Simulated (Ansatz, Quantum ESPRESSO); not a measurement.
## MgO (Periclase): from the cell to the phonon bands

How does MgO (Periclase) vibrate, and is this structure a minimum?

Program: Quantum ESPRESSO 7.5. Level of theory: DFT LDA, scalar-relativistic, plane waves, PseudoDojo norm-conserving pseudopotentials. Values are calculated unless marked as measured.

**What experiment says.**

For MgO, rocksalt (phase in multiphase steam-pyrolysed phosphate tailings), “Study on Pyrolysis Characteristics of Phosphate Tailings under H2O Atmosphere” (2024, pmc:11084758) gives, by powder XRD, Rietveld refinement: lattice constant a 4.21322 ± 5e-05 Å [refined as one phase in multiphase pyrolysed phosphate tailings, not a pure sample].

“Electronic structure of alkaline earth and post-transition metal oxides” (2009, arxiv:0908.1581) quotes from earlier work for MgO, rocksalt (bulk crystal): band gap (literature experimental gap) 7.83 eV [Literature value based on experiment; other listed experimental values range from 7.7 to …].

“Infrared Optical Properties of Ferropericlase (Mg1-xFexO): Experiment and Theory” (2007, arxiv:0704.2267) reports for MgO, rocksalt, by infrared reflectance, oscillator fit (wedged single crystal slab, 295 K): ε∞ (high-frequency dielectric constant) 2.95 ± 0.1; infrared mode (TO phonon at Gamma (T1u)) 396.5 cm⁻¹.

The database entry behind the starting cell differs from other determinations of this structure, so it need not match the best structure at room temperature.

**1. The starting structure**

It takes space group Fm-3m (No. 225, cubic). The conventional cell has a = 4.217 Å, b = 4.217 Å, c = 4.217 Å, α = 90.00°, β = 90.00°, γ = 90.00°. Mg has 6 O at 2.11 Å nearest. O has 6 Mg at 2.11 Å nearest. Farther neighbours, and contacts between anions beyond the nearest, are not listed.

Structure file:

```cif
data_structure
_symmetry_space_group_name_H-M 'P 1'
_symmetry_Int_Tables_number 1
_cell_length_a 2.9819
_cell_length_b 2.9819
_cell_length_c 2.9819
_cell_angle_alpha 60.000
_cell_angle_beta 60.000
_cell_angle_gamma 60.000
_cell_volume 18.75
loop_
_atom_site_label
_atom_site_type_symbol
_atom_site_fract_x
_atom_site_fract_y
_atom_site_fract_z
_atom_site_occupancy
Mg1 Mg 0.00000 0.00000 0.00000 1
O2 O 0.50000 0.50000 0.50000 1
```

**2. A first look**

A cheap run with smearing and empty bands tells whether the crystal has a gap, which decides between fixed occupations and smearing later on.

Input file probe.in:

```
&control
   calculation = 'scf'
   prefix = 'x'
   outdir = './tmp'
   pseudo_dir = './pseudo'
   tprnfor = .true.
   tstress = .true.
   verbosity = 'high'
/
&system
   ibrav = 0
   nat = 2
   ntyp = 2
   ecutwfc = 84.0
   occupations = 'smearing'
   smearing = 'gaussian'
   degauss = 0.01
/
&electrons
   conv_thr = 1.0d-07
   mixing_beta = 0.7
   electron_maxstep = 100
/
ATOMIC_SPECIES
 Mg     24.3050  Mg.upf
 O      15.9990  O.upf
CELL_PARAMETERS angstrom
    -2.108500000    0.000000000    2.108500000
     0.000000000    2.108500000    2.108500000
    -2.108500000    2.108500000    0.000000000
ATOMIC_POSITIONS crystal
 Mg     0.000000000   0.000000000   0.000000000
 O      0.500000000   0.500000000   0.500000000
K_POINTS automatic
 8 8 8 0 0 0
```

Run with:

```console
OMP_NUM_THREADS=1 mpirun -n 4 pw.x -nk 4 -in probe.in > probe.out
```

The log of the run:

```text
[banners, grids and lines that vanish by symmetry left out]
Program PWSCF v.7.5
     Message from routine setup:
     using ibrav=0 with symmetry is DISCOURAGED, use correct ibrav instead
[...]
kinetic-energy cutoff     =      84.0000  Ry
     charge density cutoff     =     336.0000  Ry
     scf convergence threshold =      1.0E-07
[...]
(   1   4   0   0   0   0   0)
[...]
48 Sym. Ops., with inversion, found
[...]
(     0          1          0      )
                  (     0          0          1      )
                  (  0.0000000  1.0000000  0.0000000 )
                  ( -0.0000000 -0.0000000  1.0000000 )
[...]
(     1          0         -1      )
                  (     0          0         -1      )
                  ( -0.0000000 -1.0000000  0.0000000 )
[...]
(     0         -1          0      )
                  (  1.0000000 -0.0000000  0.0000000 )
                  ( -0.0000000 -1.0000000 -0.0000000 )
[...]
(     0          1         -1      )
                  (     0          1          0      )
                  ( -1.0000000  0.0000000  0.0000000 )
                  (  0.0000000  1.0000000 -0.0000000 )
[...]
number of k points=    29  Gaussian smearing, width (Ry)=  0.0100
[...]
End of self-consistent calculation
[...]
the Fermi energy is    10.1913 ev
!    total energy              =    -151.83405386 Ry
[...]
convergence has been achieved in   7 iterations
     atom    1 type  1   force =    -0.00000000   -0.00000000    0.00000000
     atom    2 type  2   force =     0.00000000    0.00000000   -0.00000000
     Total force =     0.000000     Total SCF correction =     0.000000
          total   stress  (Ry/bohr**3)                   (kbar)     P=      -65.28
[...]
XML data file, charge density, pseudopotentials, collected wavefunctions

   JOB DONE.
```

Elapsed: 2.9 s, on 4 MPI ranks of Arm Neoverse V1, shared host; peak memory of a rank 0.05 GiB.

This step gave:

```yaml
volume_per_atom: 9.374 Å³
pressure: -6.528 GPa
gap_on_the_k_mesh: 4.655 eV
```

A gap of 4.7 eV opens on this mesh, so the crystal is taken as an insulator; the start stands at -6.5 GPa.

**3. Relaxation**

The harmonic expansion starts where the forces on the atoms vanish, and stress shifts the frequencies, so cell and atoms are relaxed with tight thresholds.

Input file relax.in:

```
&control
   calculation = 'vc-relax'
   prefix = 'x'
   outdir = './tmp'
   pseudo_dir = './pseudo'
   tprnfor = .true.
   tstress = .true.
   forc_conv_thr = 2.0d-05
   etot_conv_thr = 1.0d-07
   nstep = 40
/
&system
   ibrav = 0
   nat = 2
   ntyp = 2
   ecutwfc = 84.0
   occupations = 'fixed'
   nbnd = 10
/
&electrons
   conv_thr = 1.0d-11
   mixing_beta = 0.7
   electron_maxstep = 100
/
&ions
/
&cell
   press_conv_thr = 0.2
/
ATOMIC_SPECIES
 Mg     24.3050  Mg.upf
 O      15.9990  O.upf
CELL_PARAMETERS angstrom
    -2.108500000    0.000000000    2.108500000
     0.000000000    2.108500000    2.108500000
    -2.108500000    2.108500000    0.000000000
ATOMIC_POSITIONS crystal
 Mg     0.000000000   0.000000000   0.000000000
 O      0.500000000   0.500000000   0.500000000
K_POINTS automatic
 10 10 10 0 0 0
```

Run with:

```console
OMP_NUM_THREADS=1 mpirun -n 4 pw.x -nk 4 -in relax.in > relax.out
```

The log of the run:

```text
[banners, grids and lines that vanish by symmetry left out]
[banner, memory and clock lines left out]
Program PWSCF v.7.5

[...]
kinetic-energy cutoff     =      84.0000  Ry
     charge density cutoff     =     336.0000  Ry
     scf convergence threshold =      1.0E-11
[...]
energy convergence thresh.=      1.0E-07
     force convergence thresh. =      2.0E-05
     press convergence thresh. =      2.0E-01
                           (   1   4   0   0   0   0   0)
[...]
48 Sym. Ops., with inversion, found
[...]
number of k points=    47
[...]
End of self-consistent calculation
[...]
highest occupied, lowest unoccupied level (ev):     7.6476   12.3031
!    total energy              =    -151.83405589 Ry
[...]
convergence has been achieved in  12 iterations
     atom    1 type  1   force =     0.00000000   -0.00000000   -0.00000000
     atom    2 type  2   force =    -0.00000000    0.00000000   -0.00000000
     Total force =     0.000000     Total SCF correction =     0.000000
          total   stress  (Ry/bohr**3)                   (kbar)     P=      -64.92
[...]
number of bfgs steps    =   0
[...]
CELL_PARAMETERS (angstrom)
[...]
ATOMIC_POSITIONS (crystal)
Mg              -0.0000000000       -0.0000000000       -0.0000000000
O                0.5000000000        0.5000000000        0.5000000000
[...]
New effective cutoffs (rho, wfc):  342.59   85.88
[...]
End of self-consistent calculation
[...]
highest occupied, lowest unoccupied level (ev):     8.0627   13.0497
!    total energy              =    -151.83516783 Ry
[...]
convergence has been achieved in   7 iterations
     atom    1 type  1   force =    -0.00000000   -0.00000000   -0.00000000
     atom    2 type  2   force =     0.00000000    0.00000000    0.00000000
     Total force =     0.000000     Total SCF correction =     0.000000
          total   stress  (Ry/bohr**3)                   (kbar)     P=      -12.63
[...]
number of bfgs steps    =   1
[...]
CELL_PARAMETERS (angstrom)
[...]
ATOMIC_POSITIONS (crystal)
Mg               0.0000000000       -0.0000000000        0.0000000000
O                0.5000000000        0.5000000000        0.5000000000
[...]
New effective cutoffs (rho, wfc):  344.40   86.34
[...]
End of self-consistent calculation
[...]
highest occupied, lowest unoccupied level (ev):     8.1630   13.2306
!    total energy              =    -151.83520672 Ry
[...]
convergence has been achieved in   7 iterations
     atom    1 type  1   force =    -0.00000000    0.00000000   -0.00000000
     atom    2 type  2   force =     0.00000000   -0.00000000    0.00000000
     Total force =     0.000000     Total SCF correction =     0.000000
          total   stress  (Ry/bohr**3)                   (kbar)     P=        0.79
[...]
number of bfgs steps    =   2
[...]
CELL_PARAMETERS (angstrom)
ATOMIC_POSITIONS (crystal)
[...]
New effective cutoffs (rho, wfc):  344.29   86.31
[...]
End of self-consistent calculation
[...]
highest occupied, lowest unoccupied level (ev):     8.1571   13.2199
!    total energy              =    -151.83520688 Ry
[...]
convergence has been achieved in   5 iterations
     atom    1 type  1   force =     0.00000000    0.00000000    0.00000000
     atom    2 type  2   force =    -0.00000000    0.00000000   -0.00000000
     Total force =     0.000000     Total SCF correction =     0.000000
          total   stress  (Ry/bohr**3)                   (kbar)     P=       -0.01
[...]
number of bfgs steps    =   3
[...]
small trust_radius: resetting bfgs history
[...]
CELL_PARAMETERS (angstrom)
ATOMIC_POSITIONS (crystal)
[...]
New effective cutoffs (rho, wfc):  344.29   86.31
[...]
End of self-consistent calculation
[...]
highest occupied, lowest unoccupied level (ev):     8.1571   13.2200
!    total energy              =    -151.83520688 Ry
[...]
convergence has been achieved in   1 iterations
     atom    1 type  1   force =    -0.00000000   -0.00000000   -0.00000000
     atom    2 type  2   force =     0.00000000    0.00000000    0.00000000
     Total force =     0.000000     Total SCF correction =     0.000000
          total   stress  (Ry/bohr**3)                   (kbar)     P=        0.00
[...]
bfgs converged in   5 scf cycles and   4 bfgs steps
     End of BFGS Geometry Optimization
     Final enthalpy           =    -151.8352068751 Ry
     File ./tmp/x.bfgs deleted, as requested
[...]
CELL_PARAMETERS (angstrom)
[...]
ATOMIC_POSITIONS (crystal)
Mg               0.0000000000       -0.0000000000        0.0000000000
O                0.5000000000        0.5000000000        0.5000000000
[...]
Final scf calculation at the relaxed structure.
[...]
kinetic-energy cutoff     =      84.0000  Ry
     charge density cutoff     =     336.0000  Ry
     scf convergence threshold =      1.0E-13
[...]
press convergence thresh. =      2.0E-01
                           (   1   4   0   0   0   0   0)
[...]
48 Sym. Ops., with inversion, found
[...]
number of k points=    47
[...]
End of self-consistent calculation
[...]
highest occupied, lowest unoccupied level (ev):     8.1572   13.2199
!    total energy              =    -151.83519197 Ry
[...]
convergence has been achieved in  12 iterations
     atom    1 type  1   force =     0.00000000    0.00000000    0.00000000
     atom    2 type  2   force =     0.00000000    0.00000000    0.00000000
     Total force =     0.000000     Total SCF correction =     0.000000
          total   stress  (Ry/bohr**3)                   (kbar)     P=       -0.46
[...]
XML data file, charge density, pseudopotentials, collected wavefunctions
```

It took 18 s on 4 MPI ranks; peak memory of a rank 0.05 GiB; 73 s of CPU time.

The steps of the relaxation:

| step | energy less that of the first step (eV) | largest force (eV/Å) | pressure (GPa) | volume (Å³) |
| --- | --- | --- | --- | --- |
| 1 | 0.0000 | 0.0000 | -6.49 | 18.75 |
| 2 | -0.0151 | 0.0000 | -1.26 | 18.13 |
| 3 | -0.0157 | 0.0000 | 0.08 | 17.99 |
| 4 | -0.0157 | 0.0000 | 0.00 | 18.00 |
| 5 | -0.0157 | 0.0000 | 0.00 | 18.00 |
| 6 | -0.0155 | 0.0000 | -0.05 | 18.00 |

| conventional cell, symmetrised | before | after | change |
| --- | --- | --- | --- |
| a (Å) | 4.217 | 4.160 | -1.3 % |
| b (Å) | 4.217 | 4.160 | -1.3 % |
| c (Å) | 4.217 | 4.160 | -1.3 % |
| volume (Å³/atom) | 9.37 | 9.00 | -4.0 % |

Final coordinates:

```
Mg O
1.0
    -2.08009    0.00000    2.08009
     0.00000    2.08009    2.08009
    -2.08009    2.08009    0.00000
Mg O
1 1
Direct
  0.00000 0.00000 0.00000
  0.50000 0.50000 0.50000
```

The last row of the table of steps is pw.x's closing run on a basis chosen anew for the final cell, so its energy can jump.

Read from the output:

| Property | Result |
| --- | --- |
| volume per atom | 9.000 Å³ |
| pressure | -0.04600 GPa |
| gap on the k-mesh | 5.063 eV |

The volume changes by -4.0 % from the cell with which this run began.

**4. Ground state**

The response is built on this ground state, so it is converged far tighter than an energy would need. With a gap, occupations are fixed, which also allows the response to an electric field.

Input file scf.in:

```
&control
   calculation = 'scf'
   prefix = 'x'
   outdir = './tmp'
   pseudo_dir = './pseudo'
   tprnfor = .true.
   tstress = .true.
/
&system
   ibrav = 0
   nat = 2
   ntyp = 2
   ecutwfc = 84.0
   occupations = 'fixed'
   nbnd = 10
/
&electrons
   conv_thr = 1.0d-12
   mixing_beta = 0.7
   electron_maxstep = 100
/
ATOMIC_SPECIES
 Mg     24.3050  Mg.upf
 O      15.9990  O.upf
CELL_PARAMETERS angstrom
    -2.080091125    0.000000000    2.080091125
     0.000000000    2.080091125    2.080091125
    -2.080091125    2.080091125    0.000000000
ATOMIC_POSITIONS crystal
 Mg     0.000000000   0.000000000   0.000000000
 O      0.500000000   0.500000000   0.500000000
K_POINTS automatic
 12 12 12 0 0 0
```

Run with:

```console
OMP_NUM_THREADS=1 mpirun -n 4 pw.x -nk 4 -in scf.in > scf.out
```

The log of the run:

```text
[banners, grids and lines that vanish by symmetry left out]
[banner, memory and clock lines left out]
Program PWSCF v.7.5

[...]
kinetic-energy cutoff     =      84.0000  Ry
     charge density cutoff     =     336.0000  Ry
     scf convergence threshold =      1.0E-12
[...]
(   1   4   0   0   0   0   0)
[...]
48 Sym. Ops., with inversion, found
[...]
number of k points=    72
[...]
End of self-consistent calculation
[...]
highest occupied, lowest unoccupied level (ev):     8.1572   13.2199
!    total energy              =    -151.83519227 Ry
[...]
convergence has been achieved in  16 iterations
     atom    1 type  1   force =    -0.00000000   -0.00000000    0.00000000
     atom    2 type  2   force =     0.00000000   -0.00000000   -0.00000000
     Total force =     0.000000     Total SCF correction =     0.000000
          total   stress  (Ry/bohr**3)                   (kbar)     P=       -0.46
[...]
XML data file, charge density, pseudopotentials, collected wavefunctions
```

It took 8.9 s on 4 MPI ranks; peak memory of a rank 0.05 GiB.

The cell stands at -0.046 GPa, close enough for phonons.

**5. Linear response on the mesh**

Linear response treats each wavevector in the unit cell, with no supercell; the 4×4×4 mesh fixes the range of the force constants to be had.

Input file ph.in:

```
phonons
&inputph
   prefix = 'x'
   outdir = './tmp'
   fildyn = 'x.dyn'
   tr2_ph = 1.0d-18
   epsil = .true.
   ldisp = .true.
   nq1 = 4
   nq2 = 4
   nq3 = 4
/
```

Run with:

```console
OMP_NUM_THREADS=1 mpirun -n 4 ph.x -nk 4 -in ph.in > ph.out
```

The log of the run:

```text
[banners, grids and lines that vanish by symmetry left out]
[banner, memory and clock lines left out]
Program PHONON v.7.5

[...]
(   1   4   0   0   0   0   0)
[...]
(   8 q-points):
[...]
kinetic-energy cut-off    =      84.0000  Ry
     charge density cut-off    =     336.0000  Ry
     convergence threshold     =      1.0E-18
[...]
(   1   4   0   0   0   0   0)
[...]
q = (   0.0000000   0.0000000   0.0000000 )
     49 Sym.Ops. (with q -> -q+G )
     G cutoff =  263.0098  (  12627 G-vectors)     FFT grid: ( 36, 36, 36)
     number of k points=    72
[...]
Mode symmetry, O_h (m-3m)  point group:
     Dielectric constant
[...]
End of electric fields calculation
          Dielectric constant in cartesian axis
          (       3.171221943       0.000000000       0.000000000 )
          (       0.000000000       3.171221943      -0.000000000 )
          (       0.000000000      -0.000000000       3.171221943 )
          Effective charges (d Force / dE) in cartesian axis without acoustic sum rule applied (asr)
           atom    1  Mg    Mean Z*:        1.97182
      Ex  (        1.97182        0.00000        0.00000 )
      Ey  (        0.00000        1.97182       -0.00000 )
      Ez  (       -0.00000       -0.00000        1.97182 )
           atom    2  O     Mean Z*:       -1.97155
      Ex  (       -1.97155        0.00000        0.00000 )
      Ey  (        0.00000       -1.97155        0.00000 )
      Ez  (       -0.00000       -0.00000       -1.97155 )
          Effective charges Sum: Mean:        0.00027
[...]
Effective charges (d Force / dE) in cartesian axis with asr applied:
           atom    1  Mg    Mean Z*:        1.97168
[...]
atom    2  O     Mean Z*:       -1.97168
[...]
Representation #   1 modes #   1   2   3
[...]
End of self-consistent calculation
     Convergence has been achieved
     Representation #   2 modes #   4   5   6
[...]
End of self-consistent calculation
     Convergence has been achieved
[...]
Dielectric constant in cartesian axis
          (       3.171221943       0.000000000       0.000000000 )
          (       0.000000000       3.171221943      -0.000000000 )
          (       0.000000000      -0.000000000       3.171221943 )
          Effective charges (d Force / dE) in cartesian axis without acoustic sum rule applied (asr)
           atom    1  Mg    Mean Z*:        1.97182
      Ex  (        1.97182        0.00000        0.00000 )
      Ey  (        0.00000        1.97182       -0.00000 )
[...]
freq (   4-   5) =        398.8  [cm-1]   --> E    L_3
     freq (   6-   6) =        682.9  [cm-1]   --> A_1  L_1
[...]
Mode symmetry, D_3d (-3m)  point group:
[...]
Representation #   1 mode #   1
     Convergence has been achieved
     Representation #   2 modes #   2   3
     Convergence has been achieved
     Representation #   3 mode #   4
     Convergence has been achieved
     Representation #   4 modes #   5   6
     Convergence has been achieved
[...]
q = (    0.353553391  -0.353553391   0.353553391 )
     freq (    1) =       8.538747 [THz] =     284.821942 [cm-1]
     freq (    2) =       8.538747 [THz] =     284.821942 [cm-1]
[...]
Mode symmetry, D_3d (-3m)  point group:
     freq (   1-   2) =        284.8  [cm-1]   --> E_u  L_3'
     freq (   3-   4) =        370.8  [cm-1]   --> E_g  L_3
     freq (   5-   5) =        551.8  [cm-1]   --> A_2u L_2'
     freq (   6-   6) =        576.3  [cm-1]   --> A_1g L_1
[...]
Mode symmetry, C_4v (4mm)  point group:
[...]
Convergence has been achieved
     Convergence has been achieved
     Representation #   3 modes #   3   4
     Convergence has been achieved
     Representation #   4 modes #   5   6
     Convergence has been achieved
[...]
q = (    0.000000000   0.353553391   0.000000000 )
[...]
freq (    5) =      12.985089 [THz] =     433.135930 [cm-1]
     freq (    6) =      18.784538 [THz] =     626.584749 [cm-1]
     Mode symmetry, C_4v (4mm)  point group:
     freq (   1-   2) =        218.8  [cm-1]   --> E    G_5 D_5
     freq (   3-   3) =        335.5  [cm-1]   --> A_1  G_1 D_1
     freq (   4-   5) =        433.1  [cm-1]   --> E    G_5 D_5
     freq (   6-   6) =        626.6  [cm-1]   --> A_1  G_1 D_1
[...]
Mode symmetry, C_s (m)     point group:
[...]
Convergence has been achieved
     Convergence has been achieved
     Convergence has been achieved
     Convergence has been achieved
     Convergence has been achieved
     Convergence has been achieved
[...]
q = (    0.530330086  -0.176776695   0.530330086 )
     freq (    1) =       8.551279 [THz] =     285.239962 [cm-1]
     freq (    2) =      10.082050 [THz] =     336.300990 [cm-1]
     freq (    3) =      12.623756 [THz] =     421.083177 [cm-1]
     freq (    4) =      13.407049 [THz] =     447.211004 [cm-1]
     freq (    5) =      13.641960 [THz] =     455.046804 [cm-1]
     freq (    6) =      16.844780 [THz] =     561.881387 [cm-1]
     Mode symmetry, C_s (m)     point group:
     freq (   1-   1) =        285.2  [cm-1]   --> A''
     freq (   2-   2) =        336.3  [cm-1]   --> A'
     freq (   3-   3) =        421.1  [cm-1]   --> A''
     freq (   4-   4) =        447.2  [cm-1]   --> A'
     freq (   5-   5) =        455.0  [cm-1]   --> A'
     freq (   6-   6) =        561.9  [cm-1]   --> A'
[...]
Mode symmetry, C_2v (mm2)  point group:
[...]
End of self-consistent calculation
     Convergence has been achieved
     Representation #   2 mode #   2
[...]
End of self-consistent calculation
     Convergence has been achieved
     Representation #   3 mode #   3
[...]
[... iterations left out ...]
      iter #   4   av.it.:  10.6
      thresh= 3.264E-06 alpha_mix =  0.700 |ddv_scf|^2 =  1.453E-11
```

Wall time 46 min (4 MPI ranks); 3.1 h of CPU time.

The run was cut off at its time limit.

[end of part 1 of 2]

[Long decimals in the printed logs are rounded to 6 places.]

[Host names, launcher messages, clock columns and parts of forces and stress are left out of these logs.]

[Logs are printed without paths, hosts, clocks, repeated set-up lines and the standing remarks that a program may print on its own settings, such as how far it seeks lower states.]

[Hosts, paths, dates, database ids (printed as entryN), source tags and the programs' standing remarks are cut or masked in the printed files.]

[Where Elk ran, warnings of its patched build on accuracy (core leakage, angular cutoffs, spin-orbit splittings, empty states, lower magnetic states) are left out.]

[Sessions in which a second program contradicted a gradient-corrected response are left out of this set, so agreement between programs is selected.]
